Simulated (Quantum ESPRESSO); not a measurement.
# Magnetic state of NiCl2 from several starts

Wanted: the moments of NiCl2 and the energy of each order that was tried.

Program: Quantum ESPRESSO 7.5. Level of theory: LDA with U = 6 eV on Ni d (ortho-atomic projectors); plane waves with GBRV 1.5 LDA potentials, no spin-orbit coupling. Results are calculated unless marked as measured.

The database entry behind the starting cell differs from later determinations by our own check (an axis about 1.8 % long against later determinations), so it need not match the best structure at ambient conditions.

### Step 1. The starting structure

The structure is trigonal, space group R-3m (No. 166). Conventional cell: a = 3.543 Å, b = 3.543 Å, c = 17.335 Å, α = 90.00°, β = 90.00°, γ = 120.00°. Nearest to Ni lie 6 Cl at 2.50 Å. Cl has 3 Ni at 2.50 Å nearest. Farther neighbours and most contacts between anions are not listed.

As a file:

```cif
data_structure
_symmetry_space_group_name_H-M 'P 1'
_symmetry_Int_Tables_number 1
_cell_length_a 6.1297
_cell_length_b 6.1297
_cell_length_c 6.1297
_cell_angle_alpha 33.596
_cell_angle_beta 33.596
_cell_angle_gamma 33.596
_cell_volume 62.82
loop_
_atom_site_label
_atom_site_type_symbol
_atom_site_fract_x
_atom_site_fract_y
_atom_site_fract_z
_atom_site_occupancy
Ni1 Ni 0.00000 0.00000 0.00000 1
Cl2 Cl 0.25000 0.25000 0.25000 1
Cl3 Cl 0.75000 0.75000 0.75000 1
```

The cell comes from the Crystallography Open Database.

### Step 2. Start 1: ferro +

The signs are those of the starting moments on the seeded atoms, the atoms that are given a moment.

Input file pw.in:

```
&CONTROL
  calculation = 'scf'
  prefix = 'pwscf'
  outdir = './tmp'
  pseudo_dir = './pseudo'
  disk_io = 'nowf'
/
&SYSTEM
  ibrav = 0
  nat = 3
  ntyp = 2
  ecutwfc = 40
  ecutrho = 280
  nbnd = 25
  occupations = 'smearing'
  smearing = 'fd'
  degauss = 0.00367493
  nspin = 2
  starting_magnetization(1) = 0.1111
  starting_magnetization(2) = 0
/
&ELECTRONS
  conv_thr = 6d-09
  electron_maxstep = 150
  mixing_beta = 0.3
/
ATOMIC_SPECIES
Ni     58.6934 ni_lda_v1.4.uspp.F.UPF
Cl     35.4500 cl_lda_v1.4.uspp.F.UPF
CELL_PARAMETERS angstrom
   1.7715000000    1.0227760019    5.7783333333
  -1.7715000000    1.0227760019    5.7783333333
   0.0000000000   -2.0455520037    5.7783333333
ATOMIC_POSITIONS crystal
Ni      0.0000000000    0.0000000000    0.0000000000
Cl      0.2500000000    0.2500000000    0.2500000000
Cl      0.7500000000    0.7500000000    0.7500000000
K_POINTS automatic
6 6 6 0 0 0
HUBBARD {ortho-atomic}
U Ni-3d 6.0000
```

Launch:

```sh
> OMP_NUM_THREADS=1 mpirun -n 4 pw.x -nk 4 -in pw.in > pw.out
```

Log:

```text
Program PWSCF v.7.5 starts

     Message from routine setup:
     using ibrav=0 with symmetry is DISCOURAGED, use correct ibrav instead

     K-points division:     npool     =       4
     Subspace diagonalization in iterative solution of the eigenvalue problem:

     G-vector sticks info
     --------------------
     sticks:   dense  smooth     PW     G-vecs:    dense   smooth      PW
     Sum        1643     949    311                33593    14563    2743

     Using Slab Decomposition

     bravais-lattice index     =            0
     lattice parameter (alat)  =      11.5835  a.u.
     unit-cell volume          =     423.9085 (a.u.)^3
     number of atoms/cell      =            3
     number of atomic types    =            2
     number of electrons       =        32.00
     number of Kohn-Sham states=           25
     kinetic-energy cutoff     =      40.0000  Ry
     charge density cutoff     =     280.0000  Ry
     scf convergence threshold =      6.0E-09
     mixing beta               =       0.3000
     number of iterations used =            8  plain     mixing
     Exchange-correlation=  SLA  PZ   NOGX NOGC
                           (   1   1   0   0   0   0   0)
     Hubbard projectors: ortho-atomic
     Hubbard parameters of DFT+U (Dudarev formulation) in eV:
     U(Ni-3d) =  6.0000

     Internal variables: lda_plus_u =T, lda_plus_u_kind = 0

     Internal variables: orbital_resolved =F, hub_pot_fix =F, apply_U = F

     celldm(1)=  11.583485  celldm(2)=   0.000000  celldm(3)=   0.000000
     celldm(4)=   0.000000  celldm(5)=   0.000000  celldm(6)=   0.000000

     crystal axes: (cart. coord. in units of alat)
               a(1) = (   0.289002   0.166855   0.942676 )
               a(2) = (  -0.289002   0.166855   0.942676 )
               a(3) = (   0.000000  -0.333711   0.942676 )

     reciprocal axes: (cart. coord. in units 2 pi/alat)
               b(1) = (  1.730092  0.998869  0.353603 )
               b(2) = ( -1.730092  0.998869  0.353603 )
               b(3) = (  0.000000 -1.997738  0.353603 )

     PseudoPot. # 1 for Ni read from file:
     ni_lda_v1.4.uspp.F.UPF
     Pseudo is Ultrasoft + core correction, Zval = 18.0
     Generated by new atomic code, or converted to UPF format
     Using radial grid of  865 points,  6 beta functions with:
                l(1) =   0
                l(2) =   0
                l(3) =   1
                l(4) =   1
                l(5) =   2
                l(6) =   2
     Q(r) pseudized with 10 coefficients,  rinner =    0.980   0.980   0.980
                                                       0.980   0.980

     PseudoPot. # 2 for Cl read from file:
     cl_lda_v1.4.uspp.F.UPF
     Pseudo is Ultrasoft + core correction, Zval =  7.0
     Generated by new atomic code, or converted to UPF format
     Using radial grid of  909 points,  6 beta functions with:
                l(1) =   0
                l(2) =   0
                l(3) =   1
                l(4) =   1
                l(5) =   2
                l(6) =   2
     Q(r) pseudized with  8 coefficients,  rinner =    1.300   1.300   1.300
                                                       1.300   1.300

     atomic species   valence    mass     pseudopotential
     Ni               18.00    58.69340     Ni( 1.00)
     Cl                7.00    35.45000     Cl( 1.00)

     Starting magnetic structure
     atomic species   magnetization
     Ni              0.111
     Cl              0.000

     12 Sym. Ops., with inversion, found

   Cartesian axes

     site n.     atom                  positions (alat units)
         1        Ni     tau(   1) = (   0.0000000   0.0000000   0.0000000  )
         2        Cl     tau(   2) = (   0.0000000   0.0000000   0.7070066  )
         3        Cl     tau(   3) = (   0.0000000   0.0000000   2.1210199  )

     number of k points=    32  Fermi-Dirac smearing, width (Ry)=  0.0037
                       cart. coord. in units 2pi/alat
        k(    1) = (   0.0000000   0.0000000   0.0000000), wk =   0.0046296
        k(    2) = (   0.0000000  -0.3329564   0.0589339), wk =   0.0277778
        k(    3) = (   0.0000000  -0.6659127   0.1178678), wk =   0.0277778
        k(    4) = (   0.0000000   0.9988691  -0.1768017), wk =   0.0138889
        k(    5) = (  -0.2883487  -0.1664782   0.1178678), wk =   0.0277778
        [... 27 further k-points ...]

     Dense  grid:    33593 G-vectors     FFT dimensions: (  64,  64,  64)

     Smooth grid:    14563 G-vectors     FFT dimensions: (  48,  48,  48)

     Check: negative core charge=   -0.000006
     Generating pointlists ...
     new r_m :   0.1685 (alat units)  1.9521 (a.u.) for type    1
     new r_m :   0.1685 (alat units)  1.9521 (a.u.) for type    2

     Initial potential from superposition of free atoms

     starting charge      30.0000, renormalised to      32.0000

     negative rho (up, down):  1.559E-02 1.559E-02

     STARTING HUBBARD OCCUPATIONS:

     =================== HUBBARD OCCUPATIONS ===================
     ------------------------ ATOM    1 ------------------------
     Tr[ns(  1)] (up, down, total) =   5.00000  3.00000  8.00000
     Atomic magnetic moment for atom   1 =   2.00000
     [... lines left out ...]
     Number of occupied Hubbard levels =    8.0000

     Atomic wfc used for Hubbard projectors are orthogonalized

     Starting wfcs are   21 randomized atomic wfcs +    4 random wfcs

     Self-consistent Calculation

     iteration #  1     ecut=    40.00 Ry     beta= 0.30
     Davidson diagonalization with overlap
     ethr =  1.00E-02,  avg # of iterations =  5.8

     =================== HUBBARD OCCUPATIONS ===================
     ------------------------ ATOM    1 ------------------------
     Tr[ns(  1)] (up, down, total) =   3.61869  0.52631  4.14500
     Atomic magnetic moment for atom   1 =   3.09238
     [... lines left out ...]
     Number of occupied Hubbard levels =    4.1450

     negative rho (up, down):  1.515E-02 1.508E-02

     total energy              =    -401.93748438 Ry
     estimated scf accuracy    <      22.81213367 Ry

     total magnetization       =     3.30 Bohr mag/cell
     absolute magnetization    =     3.40 Bohr mag/cell

     iteration #  2     ecut=    40.00 Ry     beta= 0.30
     Davidson diagonalization with overlap
     ethr =  1.00E-02,  avg # of iterations =  3.1

     negative rho (up, down):  1.450E-02 1.443E-02

     total energy              =    -408.43232500 Ry
     estimated scf accuracy    <      15.94181456 Ry

     total magnetization       =     0.19 Bohr mag/cell
     absolute magnetization    =     0.20 Bohr mag/cell

     iteration #  3     ecut=    40.00 Ry     beta= 0.30
     Davidson diagonalization with overlap
     ethr =  1.00E-02,  avg # of iterations =  2.0

     negative rho (up, down):  1.437E-02 1.404E-02

     total energy              =    -409.42228985 Ry
     estimated scf accuracy    <       1.24824165 Ry

     total magnetization       =     1.99 Bohr mag/cell
     absolute magnetization    =     2.00 Bohr mag/cell

     [... further iterations left out ...]

     iteration # 13     ecut=    40.00 Ry     beta= 0.30
     Davidson diagonalization with overlap
     ethr =  3.64E-09,  avg # of iterations =  4.3

     negative rho (up, down):  1.424E-02 1.373E-02

     total energy              =    -409.76059507 Ry
     estimated scf accuracy    <       0.00000175 Ry

     total magnetization       =     2.00 Bohr mag/cell
     absolute magnetization    =     2.04 Bohr mag/cell

     iteration # 14     ecut=    40.00 Ry     beta= 0.30
     Davidson diagonalization with overlap
     ethr =  3.64E-09,  avg # of iterations =  2.0

     negative rho (up, down):  1.424E-02 1.373E-02

     total energy              =    -409.76059540 Ry
     estimated scf accuracy    <       0.00000007 Ry

     total magnetization       =     2.00 Bohr mag/cell
     absolute magnetization    =     2.04 Bohr mag/cell

     iteration # 15     ecut=    40.00 Ry     beta= 0.30
     Davidson diagonalization with overlap
     ethr =  2.05E-10,  avg # of iterations =  2.4

     negative rho (up, down):  1.424E-02 1.373E-02

     total energy              =    -409.76059545 Ry
     estimated scf accuracy    <       0.00000001 Ry

     total magnetization       =     2.00 Bohr mag/cell
     absolute magnetization    =     2.04 Bohr mag/cell

     iteration # 16     ecut=    40.00 Ry     beta= 0.30
     Davidson diagonalization with overlap
     ethr =  3.89E-11,  avg # of iterations =  2.1

     negative rho (up, down):  1.424E-02 1.373E-02

     Magnetic moment per site  (integrated on atomic sphere of radius R)
     atom   1 (R=0.169)  charge= 16.2994  magn=  1.6674
     atom   2 (R=0.169)  charge=  5.4412  magn=  0.1365
     atom   3 (R=0.169)  charge=  5.4412  magn=  0.1365

     End of self-consistent calculation

     =================== HUBBARD OCCUPATIONS ===================
     ------------------------ ATOM    1 ------------------------
     Tr[ns(  1)] (up, down, total) =   4.98109  3.31539  8.29648
     Atomic magnetic moment for atom   1 =   1.66571
     [... lines left out ...]
     Number of occupied Hubbard levels =    8.2965

     [... lines left out ...]
     the Fermi energy is     4.8895 ev

!    total energy              =    -409.76059547 Ry
     estimated scf accuracy    <          4.6E-09 Ry
     smearing contrib. (-TS)   =      -0.00000000 Ry
     internal energy E=F+TS    =    -409.76059547 Ry

     The total energy is F=E-TS. E is the sum of the following terms:
     one-electron contribution =    -361.68974544 Ry
     hartree contribution      =     190.44342403 Ry
     xc contribution           =     -53.63397802 Ry
     ewald contribution        =    -184.95283900 Ry
     Hubbard energy            =       0.07254296 Ry

     total magnetization       =     2.00 Bohr mag/cell
     absolute magnetization    =     2.04 Bohr mag/cell

     convergence has been achieved in  16 iterations

=------------------------------------------------------------------------------=
   JOB DONE.
=------------------------------------------------------------------------------=
```

It took 38 s on 4 MPI ranks of Arm Neoverse V2, shared host; peak memory 0.47 GiB.

Spin moment in the atom's sphere by atom:

| atom | spin moment in the atom's sphere (μB) |
| --- | --- |
| Ni1 | 1.67 |
| Cl2 | 0.14 |
| Cl3 | 0.14 |

This step gave:

```
smearing term TS       : 2.69e-11 eV
magnetization          : 2 μB
absolute magnetization : 2.036 μB
final state            : ferromagnetic
```

[end of part 1 of 2]

[Logs and program files are shortened in this print: banners, set-up blocks, solver, clock and traceback lines can be left out without a mark of their own.]

[Logs are printed without paths, hosts, clocks, repeated set-up lines and the standing remarks that a program may print on its own settings, such as how far it seeks lower states.]

[Hosts, paths, dates, database ids (printed as entryN), source tags and the programs' standing remarks are cut or masked in the printed files.]

[Where a cell is said to come from a database of computed structures, the database is the Materials Project.]
